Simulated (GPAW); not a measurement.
# SrTiO3 (Tausonite): G0W0 with GPAW, start to end, part 2 of 2

How does a plane-wave GW calculation on SrTiO3 (Tausonite) run from the first input to the gap?

GPAW 26.7.0; PBE and many-body steps on it, plane waves. Known limits of the many-body steps: not at the basis limit; no spin-orbit coupling; coarse k mesh.

So far. Step 3 (Bands along the symmetry lines): The gap is 1.901 eV, as in the run before at this level. Step 4 (Empty states on the mesh, 4×4×4 mesh, 895 bands): On this mesh the gap is 1.901 eV.

## Step 5: Screening and self-energy, 4×4×4 mesh, 411 bands, screening to 210 eV

G0W0 replaces the xc potential by the self-energy, built once from these orbitals. Only a window of levels is corrected, while the sums run over the empty bands that the input names.

This step: G0W0 on PBE, plane waves, PAW.

run.py

```python
import json
import numpy as np
from gpaw.mpi import world
from gpaw.response.g0w0 import G0W0

gw = G0W0('full.gpw',
    filename='gw',
    kpts=[0, 9],
    bands=(18, 22),
    ecut=210,
    nbands=411,
    integrate_gamma='WS',
    ppa=True)
gw.calculate()
res = {mode: {k: v for k, v in r.items() if k != 'sigma_eskwn'}
       for mode, r in gw.all_results.items()}

if world.rank == 0:
    with open('result.json', 'w') as f:
        json.dump(res, f, default=lambda x: x.tolist())
```

Run with:

```
> mpirun -n 4 gpaw python run.py
```

Numbers of over 12 decimals in the logs are rounded to 6 here.

Output:

```text
Using integrator: PointIntegrator
FrequencyGridDescriptor(from 0.000+0.000j to 0.000+27.211j eV, 2 points)
Nonperiodic BCs:  [False False False]
Using integrator: PointIntegrator
FrequencyGridDescriptor(from 0.000+0.000j to 0.000+27.211j eV, 2 points)
Nonperiodic BCs:  [False False False]
  ___  _ _ _
 |   || | | |
 | | || | | |
 |__ ||_____|
 |___|

BZ k-points: Symmetries present (total): 48

  [... matrices ...]
64 k-points: 4 x 4 x 4 Monkhorst-Pack grid + [1/8,1/8,1/8]
10 k-points in the irreducible part of the Brillouin zone
       k-points in crystal coordinates                weights
   0:     0.00000000    0.00000000    0.00000000          1/64
   1:     0.25000000    0.00000000    0.00000000          6/64
   2:     0.25000000    0.25000000    0.00000000         12/64
   3:     0.25000000    0.25000000    0.25000000          8/64
   4:     0.50000000    0.00000000    0.00000000          3/64
   5:     0.50000000    0.25000000    0.00000000         12/64
   6:     0.50000000    0.25000000    0.25000000         12/64
   7:     0.50000000    0.50000000    0.00000000          3/64
   8:     0.50000000    0.50000000    0.25000000          6/64
   9:     0.50000000    0.50000000    0.50000000          1/64

Distributing spins, k-points and bands (1 x 2 x 4) over 4 processes
Number of blocks: 1

Quasi particle states:
k-points (IBZ indices): [0, 9]
Band range: (18, 22)
  [... matrices ...]
Computational parameters:
Plane wave cut-off: 210 eV
Number of bands: 411
Coulomb cutoff: None
Broadening: 0.1 eV

fxc modes: GW
Kernel: RPA
Using Godby-Needs plasmon-pole approximation:
  Fitting energy: i*E0, E0 = 1.000 Hartree
Summing all q:

Calculating screened Coulomb potential
No Coulomb truncation
FrequencyGridDescriptor(from 0.000+0.000j to 0.000+27.211j eV, 2 points)
Removing empty qpoint cache files...

Calculating chi0 body with:
    Ground state adapter containing:
    Number of spins: 1
    Number of kpoints: 64
    Number of irreducible kpoints: 10
    Number of completely occupied states: 20
    Number of partially occupied states: 20
    Occupied states memory: 4.21875 M / cpu

    Linear response parametrization:
    q_c: [0.0, 0.0, 0.0]
    Number of frequency points: 2
    Planewave cutoff: 210.0
    Number of bands: 411
    Number of planewaves: 437
    Broadening (eta): 1e-06
    comm.size: 4
    kncomm.size: 4
    blockcomm.size: 1

    Memory estimate of potentially large arrays:
        chi0_wGG: 5.827911 M / cpu
Integrating chi0 body.

Symmetries of q_c:
    Direct symmetries (Uq -> q): 48
    Indirect symmetries (TUq -> q): 0
In total 48 allowed symmetries.

  [... matrices ...]
10 groups of equivalent kpoints. 84.375% reduction.

Integral kind: response function
Integrating chi0 head and wings.

Symmetries of q_c:
    Direct symmetries (Uq -> q): 48
    Indirect symmetries (TUq -> q): 0
In total 48 allowed symmetries.

  [... matrices ...]
10 groups of equivalent kpoints. 84.375% reduction.

Integral kind: response function wings

Calculating chi0 body with:
    Ground state adapter containing:
    Number of spins: 1
    Number of kpoints: 64
    Number of irreducible kpoints: 10
    Number of completely occupied states: 20
    Number of partially occupied states: 20
    Occupied states memory: 4.21875 M / cpu

    Linear response parametrization:
[... the further q-points ...]

Results:
f:      Occupation numbers
eps:     KS-eigenvalues [eV]
vxc:     KS vxc [eV]
exx:     Exact exchange [eV]
sigma:   Self-energies [eV]
dsigma:  Self-energy derivatives
Z:       Renormalization factors
qp:      QP-energies [eV]

k-point 0 (0): (0.000, 0.000, 0.000)                GW
band       f     eps     vxc     exx   sigma  dsigma       Z      qp
                                                                   GW
  18   1.000   6.196 -21.536 -26.320   4.162  -0.312   0.762   5.723
  19   1.000   6.196 -21.536 -26.319   4.162  -0.312   0.762   5.723
  20   0.000   8.446 -20.286 -12.644  -5.681  -0.296   0.771   9.959
  21   0.000   8.446 -20.286 -12.644  -5.681  -0.296   0.771   9.959

k-point 1 (9): (0.500, 0.500, 0.500)                GW
band       f     eps     vxc     exx   sigma  dsigma       Z      qp
                                                                   GW
  18   1.000   6.545 -21.039 -26.052   4.376  -0.322   0.757   6.064
  19   1.000   6.545 -21.039 -26.052   4.376  -0.322   0.757   6.063
  20   0.000  11.051 -23.837 -14.502  -6.930  -0.398   0.715  12.772
  21   0.000  11.051 -23.837 -14.502  -6.930  -0.398   0.715  12.772
```

It took 6.8 min on 4 MPI ranks of Arm Neoverse V1, shared host; peak memory 2 GiB.

Numbers from this step:

```
G0W0 gap on the points computed              : 3.895 eV
least direct G0W0 gap on the computed points : 4.236 eV
Z at the valence top                         : 0.7567
Z at the conduction bottom                   : 0.7713
starting gap on the mesh                     : 1.901 eV
k of the valence top                         : 0.5, 0.5, 0.5
k of the conduction bottom                   : 0, 0, 0
```

The gap on the mesh goes from 1.90 eV to 3.90 eV, a correction of +1.99 eV.

Limits: finite bands, cutoff and mesh; no spin-orbit coupling; coarse k mesh. v1 is the top filled band, c1 the lowest empty one. The levels before and after the correction (eV, zero at the valence-band top of each column):

```
           conduction bottom  valence top
Kohn-Sham               1.90         0.00
     G0W0               3.90         0.00
```

```
                         level  energy (eV)
Kohn-Sham              Γ v2-v1       -0.349
Kohn-Sham              Γ c1-c2        1.901
Kohn-Sham  (0.5 0.5 0.5) v2-v1        0.000
Kohn-Sham  (0.5 0.5 0.5) c1-c2        4.506
     G0W0              Γ v2-v1       -0.341
     G0W0              Γ c1-c2        3.895
     G0W0  (0.5 0.5 0.5) v2-v1        0.000
     G0W0  (0.5 0.5 0.5) c1-c2        6.708
```

## Step 6: Where the time went

Times are wall times on 4 MPI ranks of Arm Neoverse V1, shared host, good to a factor of about two.

```
                          step     time  share  memory (GiB)
                  ground state     11 s    2 %          0.74
bands along the symmetry lines     14 s    3 %          0.82
      empty states on the mesh     43 s    9 %           2.1
     screening and self-energy  6.8 min   86 %           2.0
```

## Step 7: Outcome

```
PBE gap              : 1.90 eV, indirect
G0W0 gap on the mesh : 3.90 eV
GW settings          : 4×4×4 mesh, 411 bands, screening to 210 eV, Godby-Needs plasmon pole
known limits         : not at the basis limit; no spin-orbit coupling; coarse k mesh
```

What this shows: G0W0 moves the gap on the mesh from 1.90 eV to 3.90 eV (+1.99 eV), with Z of 0.76 and 0.77 at the edges. Only 2 of the mesh's irreducible points were corrected, so a valley elsewhere could overtake. The dearest step here is «screening and self-energy». Against experiment, by G0W0@PBE: the direct gap of 4.24 eV lies +0.47 eV from the measured 3.77 eV (direct, 300 K, 2013). An exciton line or allowed optical edge lies below the quasiparticle gap by the binding energy; a forbidden edge can push the onset above it. The calculation has static nuclei and no excitons; a measured gap holds zero-point and thermal motion, which mostly lowers it. Bands and cutoff are finite, so the gap is not at the basis limit. The miss can reach some tenths of an eV and take either sign; the mesh is an error of its own. These stock PAW sets were not made for GW. In the G0W0 run levels were corrected at 2 k points alone, so a gap called «on the mesh» is the least over those, and an edge elsewhere would be missed. The 4×4×4 mesh is coarse for this cell, which bears on the long-range parts of exchange and screening. This is the ideal cubic cell; many perovskites, halides above all, are cubic only on average, and local tilts or off-centring can widen the gap. The many-body steps are scalar-relativistic: spin-orbit coupling is not in them.

[Paths, hosts, dates, memory and timing lines, banners, echoed tables and standing remarks are left out of the program output.]

[Logs are printed without paths, hosts, clocks, repeated set-up lines and the standing remarks that a program may print on its own settings, such as how far it seeks lower states.]

[Runs of the session that timed out or met a known fault of the program may be left out.]

[Hosts, paths, dates, database ids (printed as entryN), source tags and the programs' standing remarks are cut or masked in the printed files.]
